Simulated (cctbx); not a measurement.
# CsDyAlW3: precision against data quality

Space group Cmcm (no. 63), a = 4.0510 Å, b = 15.7140 Å, c = 10.8410 Å, α = 90.00°, β = 90.00°, γ = 90.00°.

```
atom  mult.    x       y       z  Ueq (Å²)
  W1      4  1/2  0.4364     1/4    0.0031
  W2      8    0  0.3763  0.9438    0.0047
 Dy1      4    0       0       0    0.0060
 Cs1      4    0  0.2581     1/4    0.0033
 Al1      4  1/2  0.0362     1/4    0.0076
```

This is a model crystal, built by substitution and not relaxed, with assumed displacement parameters.

Five simulated data sets (cctbx; Ag Kα, λ = 0.56087 Å; 4 % proportional error) differ in resolution or exposure (noise floor 4 counts in the first three, 8 in the last two). Each is refined with the right model, isotropic at 1.1 Å and anisotropic otherwise. How do the figures of merit and the uncertainties move?

| d min (Å) | top counts | ⟨I/σ⟩ (unmerged, absences included) | unique | param. (scale apart) | Rint | R1 | GooF | largest s.u. xyz (fractional) | s.u. U of Al1 (Å²) | largest error (Å) |
| --- | --- | --- | --- | --- | --- | --- | --- | --- | --- | --- |
| 1.1 | 40000 | 9.1 | 176 | 10 | 0.032 | 0.0158 | 1.79 | 0.00038 | 0.0016 | 0.0063 |
| 0.84 | 40000 | 8.5 | 369 | 22 | 0.033 | 0.0093 | 0.95 | 0.00014 | 0.0010 | 0.0008 |
| 0.6 | 40000 | 7.7 | 973 | 22 | 0.033 | 0.0103 | 0.93 | 0.00008 | 0.0004 | 0.0006 |
| 0.75 | 300 | 0.7 | 518 | 22 | 0.367 | 0.0824 | 0.92 | 0.00189 | 0.0147 | 0.0124 |
| 0.75 | 3000 | 3.3 | 518 | 22 | 0.073 | 0.0265 | 0.92 | 0.00039 | 0.0027 | 0.0035 |

GooF reaches 1.79 where the model lacks something that the data hold (anisotropy at the isotropic level, for one). The s.u. of U for Al1 goes 0.0016, 0.0010, 0.0004 Å² with resolution and 0.0147, 0.0027 Å² with exposure.

The 1.1 Å row also differs in its displacement model, so it isn't a clean test of resolution.

Hardware for the 0.6 Å refinement: 0.39 s on 1 thread of Arm Neoverse V2, with other jobs on the host, peak memory 0.09 GiB.

[Logs are printed without paths, hosts, clocks, repeated set-up lines and the standing remarks that a program may print on its own settings, such as how far it seeks lower states.]
